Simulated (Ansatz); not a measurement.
## (SrO)2(KF)1 [001] superlattice, started as rocksalt type: relaxing the cell for a phonon run

Task: relax (SrO)2(KF)1 [001] superlattice, started as rocksalt type tightly.

Main program and level: Ansatz 0.2.0; DFT LDA, scalar-relativistic, plane waves, PAW.

The structure was built from a prototype and need not be the compound's stable phase.

**1. Starting point**

Symmetry: I4/mmm, No. 139, tetragonal system. The conventional cell has a = 3.693 Å, b = 3.693 Å, c = 15.670 Å, α = 90.00°, β = 90.00°, γ = 90.00°. F has 2 Sr at 2.61 Å and 4 K at 2.61 Å nearest. Nearest to K lie 2 O at 2.61 Å and 4 F at 2.61 Å. Nearest to O lie 5 Sr at 2.61 Å and 1 K at 2.61 Å. Sr has 5 O at 2.61 Å and 1 F at 2.61 Å nearest. Farther neighbours and most contacts between anions are not listed.

As a file:

```cif
data_structure
_symmetry_space_group_name_H-M 'P 1'
_symmetry_Int_Tables_number 1
_cell_length_a 3.6935
_cell_length_b 3.6935
_cell_length_c 8.2588
_cell_angle_alpha 102.921
_cell_angle_beta 77.079
_cell_angle_gamma 90.000
_cell_volume 106.88
loop_
_atom_site_label
_atom_site_type_symbol
_atom_site_fract_x
_atom_site_fract_y
_atom_site_fract_z
_atom_site_occupancy
F1 F 0.16667 0.83333 0.66667 1
K2 K 0.66667 0.33333 0.66667 1
O3 O 0.50000 0.50000 0.00000 1
O4 O 0.83333 0.16667 0.33333 1
Sr5 Sr 0.00000 0.00000 0.00000 1
Sr6 Sr 0.33333 0.66667 0.33333 1
```

**2. A coarse first look**

First a cheap look: the gap decides the mesh and the occupations, the pressure tells how far the cell has to move.

Input file input.yaml:

```yaml
crystal:
  lattice:
    - [2.61167, 2.61167, 0.0]
    - [-2.61167, 2.61167, 0.0]
    - [2.61167, 0.0, 7.835]
  atoms:
    - { symbol: F, position: [0.166667, 0.833333, 0.666667] }
    - { symbol: K, position: [0.666667, 0.333333, 0.666667] }
    - { symbol: O, position: [0.5, 0.5, 0.0] }
    - { symbol: O, position: [0.833333, 0.166667, 0.333333] }
    - { symbol: Sr, position: [0.0, 0.0, 0.0] }
    - { symbol: Sr, position: [0.333333, 0.666667, 0.333333] }
kpoints:
  mp_grid: { grid: [6, 6, 6] }
hamiltonian:
  xc: lda
scf:
  occupations: { method: gaussian, width: 0.1 }
output:
  forces: true
  stress: true
  eigenvalues: true
```

Command:

```bash
$ ansatz run input.yaml --threads 8 --pin off --max-ram 14336MiB --backend cpu --events-out ev --progress --plain --runs-dir out
```

Numbers of over 12 decimals in the logs are rounded to 6 here.

What it wrote:

```text
[...]
k-point 0: bands = [... 20 lower, 6.1694, 6.1694, 6.2589, 6.2589, 9.4954, 9.8436, 10.6799, 12.4011, ... 1 higher]
  k-point 1: bands = [... 20 lower, 6.1732, 6.1732, 6.2526, 6.2526, 9.6709, 9.7898, 10.8004, 11.8423, ... 1 higher]
  k-point 2: bands = [... 20 lower, 6.1840, 6.1840, 6.2373, 6.2373, 9.7058, 10.1044, 11.0464, 11.2419, ... 1 higher]
  k-point 29: bands = [... 20 lower, 5.8209, 6.0024, 6.0061, 6.0417, 9.9324, 10.2377, 11.9400, 12.6095, ... 1 higher]
[key lines of the parts left out:]
SCF converged after 7 iterations
Free energy (F): -10297.930027 eV
Fermi energy:    7.878555 eV
P = ⅓ Tr σ = -5.9098 GPa (-59.098 kbar)
```

Wall time 0.83 s (8 threads of Arm Neoverse V2, shared host); peak memory 0.48 GiB.

Numbers from this step:

| Property | Result |
| --- | --- |
| pressure | -5.910 GPa |
| gap on the k-mesh | 3.237 eV |
| volume per atom | 17.81 Å³ |
| direct gap on mesh | 3.237 eV |

The coarse mesh shows a gap of 3.24 eV and a pressure of -5.9 GPa.

**3. Rough relaxation**

A rough relaxation comes first, because large forces or stress need no tight tolerances yet.

input.yaml, as its differences from that of step 2:

```diff
@@ -22 +22,6 @@
   eigenvalues: true
+relax:
+  adjacent_minimum: "off"
+  f_tol: 0.05
+  max_steps: 80
+  cell: { stress_tol: 0.5 }
```

What it wrote:

```text
[...]
Crystal: 6 atoms, lattice volume = 106.882 Å³
Basis set: ecut = 420 eV, 2111 PW (Γ)
Bands: 30, of which v1, the nominal top of the filled ones, is band 24 counted from 1 (23 counted from 0)
Symmetry: 16 space group operations
[...]
k-points: 30 of 216
[...]
cell:  # Å, volume = 99.1092 Å³
    - [2.530599, 2.530599, 0]
    - [-2.530599, 2.530599, 0]
    - [2.530599, 0, 7.738153]
  atoms:
    - { symbol: F, position: [0.166667, 0.833333, 0.666667] }
    - { symbol: K, position: [0.666667, 0.333333, 0.666667] }
    - { symbol: O, position: [0.493271, 0.506729, 0.013458] }
    - { symbol: O, position: [0.840063, 0.159937, 0.319875] }
    - { symbol: Sr, position: [-0.00199761, 0.00199761, 0.00399523] }
    - { symbol: Sr, position: [0.335331, 0.664669, 0.329338] }
[key lines of the parts left out:]
SCF converged after 5 iterations
Free energy (F): -10298.171320 eV
Fermi energy:    8.804886 eV
P = ⅓ Tr σ = -0.2181 GPa (-2.181 kbar)
```

Wall time 5.1 s (8 threads); peak memory 0.51 GiB; 35 s of CPU time.

The steps of the relaxation:

```tsv
step	energy less that of the first step (eV)	largest force component (eV/Å)	pressure (GPa)	volume (Å³)
1	0.0000	0.6021	-5.91	106.88
2	-0.1482	0.5438	5.91	93.44
3	-0.2517	0.1234	-0.69	99.77
4	-0.2573	0.0611	0.07	99.07
5	-0.2576	0.0392	0.08	99.11
6*	-0.2413	0.0386	-0.22	99.11
```

Relaxation steps marked * repeat the geometry before them on a plane-wave basis chosen anew for their cell, so energy and pressure can jump there.

Forces are held to the 16 operations that the run works with; a distortion that breaks them can't arise in this run.

```tsv
conventional cell, symmetrised	before	after	change
a (Å)	3.693	3.579	-3.1 %
b (Å)	3.693	3.579	-3.1 %
c (Å)	15.670	15.476	-1.2 %
volume (Å³/atom)	17.81	16.52	-7.3 %
```

The atoms that moved most (Å, as changes of fractional coordinates times the final cell):

```tsv
atom	dx	dy	dz	length
O3	0.000	0.000	0.104	0.104
O4	0.000	0.000	-0.104	0.104
Sr5	0.000	0.000	0.031	0.031
Sr6	0.000	0.000	-0.031	0.031
```

The relaxed structure:

```xyz
6
Lattice="2.5306 2.5306 0.0000 -2.5306 2.5306 0.0000 2.5306 0.0000 7.7382" Properties=species:S:1:pos:R:3 pbc="T T T"
F     0.0000    2.5306    5.1588
K     2.5306    2.5306    5.1588
O     0.0000    2.5306    0.1041
O     2.5306    2.5306    2.4752
Sr    0.0000    0.0000    0.0309
Sr    0.0000    2.5306    2.5485
```

Numbers from this step:

```
pressure           : -0.2181 GPa
gap on the k-mesh  : 3.389 eV
volume per atom    : 16.52 Å³
direct gap on mesh : 3.412 eV
```

In this step the volume went from 17.81 to 16.52 Å³/atom.

**4. Bringing the structure to rest**

Harmonic phonons are second derivatives at a point where the forces vanish, and they are wanted at zero stress, so atoms and cell are relaxed first.

Input file input.yaml:

```yaml
crystal:
  lattice:
    - [2.5305989664, 2.5305989664, 0.0]
    - [-2.5305989664, 2.5305989664, 0.0]
    - [2.5305989664, 0.0, 7.7381527475]
  atoms:
    - { symbol: F, position: [0.1666666667, 0.8333333333, 0.6666666667] }
    - { symbol: K, position: [0.6666666667, 0.3333333333, 0.6666666667] }
    - { symbol: O, position: [0.4932707565, 0.5067292435, 0.0134584869] }
    - { symbol: O, position: [0.8400625768, 0.1599374232, 0.3198748464] }
    - { symbol: Sr, position: [-0.0019976149, 0.0019976149, 0.0039952297] }
    - { symbol: Sr, position: [0.3353309482, 0.6646690518, 0.3293381036] }
kpoints:
  mp_grid: { grid: [6, 6, 6] }
hamiltonian:
  xc: lda
scf:
  occupations: { method: gaussian, width: 0.02 }
output:
  forces: true
  stress: true
  eigenvalues: true
  write_density: true
  write_potential: true
  elf: true
  volumetric_format: npy
relax:
  adjacent_minimum: "off"
  f_tol: 0.005
  max_steps: 80
  cell: { stress_tol: 0.05 }
```

What it wrote:

```text
[...]
Crystal: 6 atoms, lattice volume = 99.109 Å³
Basis set: ecut = 420 eV, 1905 PW (Γ)
Bands: 30, of which v1, the nominal top of the filled ones, is band 24 counted from 1 (23 counted from 0)
Symmetry: 16 space group operations
[...]
k-points: 30 of 216
[...]
SCF iter   1: F=—  HF=-10298.236503 eV  |F-HF|=—  |Δ(HF+E_count)|=         —  Δρ=1.70e-2  dr2=2.71e-1  ethr=1.77e-3  ⟨swp⟩=10.9  Hψ=5538  notcnv=0
[...]
SCF iter   8: F=-10298.171320 eV  HF=-10298.171320 eV  |F-HF|=4.61e-9  |Δ(HF+E_count)|=   2.12e-8  Δρ=2.40e-6  dr2=1.06e-8  ethr=2.08e-10  ⟨swp⟩=15.0  Hψ=7019  notcnv=0
SCF 1 converged in 8 iterations: F = -10298.171320 eV  dr2 = 1.06e-8
[...]
relax step   1: F+E_penalty+E_count = -10298.17132004 eV  Δ(F+E_penalty+E_count) = +0.000e0 eV  max|allowed force component| = 3.868e-2 eV/Å  Δτ_max = 0.0000 Å  P = -0.218 GPa  Ω = 99.109 Å³  (8 SCF iters, dr2 threshold 1.00e-7 eV, accepted)
Crystal: 6 atoms, lattice volume = 98.608 Å³
[...]
SCF iter   6: F=-10298.170386 eV  HF=-10298.170386 eV  |F-HF|=2.02e-8  |Δ(HF+E_count)|=   8.78e-7  Δρ=1.27e-5  dr2=1.21e-7  ethr=2.70e-10  ⟨swp⟩=9.8  Hψ=7567  notcnv=0
SCF 2 converged in 6 iterations: F = -10298.170386 eV  dr2 = 1.21e-7
relax step   2: F+E_penalty+E_count = -10298.17038617 eV  Δ(F+E_penalty+E_count) = +9.339e-4 eV  max|allowed force component| = 1.683e-1 eV/Å  Δτ_max = 0.0163 Å  P = +0.285 GPa  Ω = 98.608 Å³  energy of the carried Pulay correction = +1.622e-3 eV  (6 SCF iters, dr2 threshold 1.30e-7 eV, rejected (line search))
Crystal: 6 atoms, lattice volume = 98.861 Å³
[...]
SCF iter  10: F=-10298.172543 eV  HF=-10298.172543 eV  |F-HF|=3.64e-12  |Δ(HF+E_count)|=  1.27e-11  Δρ=4.53e-8  dr2=1.69e-12  ethr=1.00e-12  ⟨swp⟩=6.3  Hψ=4485  notcnv=0
SCF 3 converged in 10 iterations: F = -10298.172543 eV  dr2 = 1.69e-12
relax step   3: F+E_penalty+E_count = -10298.17254277 eV  Δ(F+E_penalty+E_count) = -1.223e-3 eV  max|allowed force component| = 8.389e-3 eV/Å  Δτ_max = 0.0048 Å  P = -0.004 GPa  Ω = 98.861 Å³  energy of the carried Pulay correction = +8.031e-4 eV  (10 SCF iters, accepted)
[...]
relax step   4: F+E_penalty+E_count = -10298.17254546 eV  Δ(F+E_penalty+E_count) = -2.689e-6 eV  max|allowed force component| = 3.453e-3 eV/Å  Δτ_max = 0.0015 Å  P = -0.023 GPa  Ω = 98.863 Å³  energy of the carried Pulay correction = +7.963e-4 eV  (5 SCF iters, dr2 threshold 4.40e-9 eV, accepted)
[...]
relax step   5: F+E_penalty+E_count = -10298.17171250 eV  Δ(F+E_penalty+E_count) = +8.330e-4 eV  max|allowed force component| = 3.453e-3 eV/Å  Δτ_max = 0.0000 Å  P = -0.036 GPa  Ω = 98.863 Å³  stress off target by 6.95e-2 GPa  SCF on the basis re-selected at this cell (its energy is not comparable with the rows above)  (6 SCF iters)
[...]
relax step   6: F+E_penalty+E_count = -10298.17186689 eV  Δ(F+E_penalty+E_count) = -1.544e-4 eV  max|allowed force component| = 1.255e-4 eV/Å  Δτ_max = 0.0003 Å  P = +0.002 GPa  Ω = 98.817 Å³  energy of the carried Pulay correction = +1.449e-4 eV  (5 SCF iters, dr2 threshold 1.21e-8 eV, accepted)
[...]
SCF iter   6: F=-10298.171730 eV  HF=-10298.171730 eV  |F-HF|=3.46e-11  |Δ(HF+E_count)|=  3.46e-11  Δρ=2.38e-7  dr2=3.98e-11  ethr=1.00e-12  ⟨swp⟩=7.1  Hψ=4660  notcnv=0
SCF 7 converged in 6 iterations: F = -10298.171730 eV  dr2 = 3.98e-11
relax step   7: F+E_penalty+E_count = -10298.17172957 eV  Δ(F+E_penalty+E_count) = +1.373e-4 eV  max|allowed force component| = 1.395e-4 eV/Å  Δτ_max = 0.0000 Å  P = +0.001 GPa  Ω = 98.817 Å³  stress off target by 1.02e-2 GPa  SCF on the basis re-selected at this cell (its energy is not comparable with the rows above)  (6 SCF iters)
[...]
SCF converged after 6 iterations
Free energy (F): -10298.171730 eV
[...]
Internal energy: -10298.171730 eV  (E = F + TS)
E sigma→0 (E₀):  -10298.171730 eV
Fermi energy:    8.824771 eV
[...]
--- Forces (eV/Å), atoms counted from 1 ---
  atom   1  F     -0.00000000     0.00000000     0.00000000
  atom   2  K      0.00000000     0.00000000     0.00000000
  atom   3  O     -0.00000000     0.00000000    -0.00013952
  atom   4  O      0.00000000    -0.00000000     0.00013952
  atom   5  Sr     0.00000000    -0.00000000    -0.00005449
  atom   6  Sr    -0.00000000     0.00000000     0.00005449
  max |Σ_I F_I| component: 2.03e-20 eV/Å
--- Stress (GPa, compression-positive) ---
        0.006391       0.000000      -0.000000
        0.000000       0.006391      -0.000000
       -0.000000      -0.000000      -0.010219
  P = ⅓ Tr σ = 0.0009 GPa (0.009 kbar)
--- Band table (eV; the first three rows and the last of 30) ---
  k-point 0: bands = [... 20 lower, 7.0304, 7.0304, 7.1310, 7.1310, 10.7031, 10.7331, 11.5805, 13.7381, ... 2 higher]
  k-point 1: bands = [... 20 lower, 7.0333, 7.0333, 7.1259, 7.1259, 10.6452, 10.9241, 11.7169, 13.2452, ... 2 higher]
  k-point 2: bands = [... 20 lower, 7.0401, 7.0401, 7.1137, 7.1137, 10.5554, 11.3887, 12.0074, 12.6484, ... 2 higher]
  k-point 29: bands = [... 20 lower, 6.7342, 6.7433, 6.9844, 7.0119, 10.8096, 11.1807, 12.7629, 13.5526, ... 2 higher]
--- Relaxed structure (5 steps of the walk, 4 accepted, 2 SCFs on fresh bases) ---
[...]
cell:  # Å, volume = 98.8174 Å³
    - [2.528692, 2.528692, 0]
    - [-2.528692, 2.528692, 0]
    - [2.528692, 0, 7.727012]
  atoms:
    - { symbol: F, position: [0.166667, 0.833333, 0.666667] }
    - { symbol: K, position: [0.666667, 0.333333, 0.666667] }
    - { symbol: O, position: [0.493659, 0.506341, 0.012681] }
    - { symbol: O, position: [0.839674, 0.160326, 0.320652] }
    - { symbol: Sr, position: [-0.00202539, 0.00202539, 0.00405078] }
    - { symbol: Sr, position: [0.335359, 0.664641, 0.329283] }
```

Wall time 5.3 s (8 threads); peak memory 0.51 GiB; 36 s of CPU time.

Relaxation path:

```tsv
step	energy less that of the first step (eV)	largest force component (eV/Å)	pressure (GPa)	volume (Å³)
1	0.0000	0.0387	-0.22	99.11
2	0.0009	0.1683	0.28	98.61
3	-0.0012	0.0084	0.00	98.86
4	-0.0012	0.0035	-0.02	98.86
5*	-0.0004	0.0035	-0.04	98.86
6	-0.0005	0.0001	0.00	98.82
7*	-0.0004	0.0001	0.00	98.82
```

Relaxation steps marked * repeat the geometry before them on a plane-wave basis chosen anew for their cell, so energy and pressure can jump there. Relaxation step 2 was tried and not accepted.

The run keeps the 16 symmetry operations that it works with, so distortions that break them were not tested.

```tsv
conventional cell, symmetrised	before	after	change
a (Å)	3.579	3.576	-0.1 %
b (Å)	3.579	3.576	-0.1 %
c (Å)	15.476	15.454	-0.1 %
volume (Å³/atom)	16.52	16.47	-0.3 %
```

A gap read on the k-mesh alone can miss the band edges.

Numbers from this step:

| Quantity | Value |
| --- | --- |
| pressure | 8.54e-4 GPa |
| gap on the k-mesh | 3.387 eV |
| volume per atom | 16.47 Å³ |

Valence density in the ac plane of the conventional cell at fractional y = 0.000, with atoms of F and K and O and Sr within 0.2 Å of it. It is the smooth field of the valence electrons, not physical close to the nuclei.

Ten steps, logarithmic in the rise over the least value, from '0' (0.02 × 1e0 e/Å³) to '9' (9.13 × 1e0 e/Å³), each cell a mean:
```
77642000013577
43210000001233
33211000001233
87642100113478
88642100113478
43321000001234
55431000012345
67653100124677
77642100013567
43210000001234
44210000001234
99642000012479
98631000012478
32210000000123
55421000001345
67653100124677
67653100013567
44321000001234
55321000012345
98642100113578
77532100012467
22210000001122
54321000001245
87652100013578
```
Columns run along a (3.6 Å), rows up along c (15.5 Å), edges of the conventional cell, whose origin can differ from the input's. Atoms in or near the plane, at fractional coordinates: F at (0.00, 0.50), K at (0.00, 0.00), O at (0.00, 0.17), O at (0.00, 0.83), Sr at (0.00, 0.67), Sr at (0.00, 0.33).

(Continued in part 2 of 2.)

[Logs are printed without paths, hosts, clocks, repeated set-up lines and the standing remarks that a program may print on its own settings, such as how far it seeks lower states.]

[Hosts, paths, dates, database ids (printed as entryN), source tags and the programs' standing remarks are cut or masked in the printed files.]
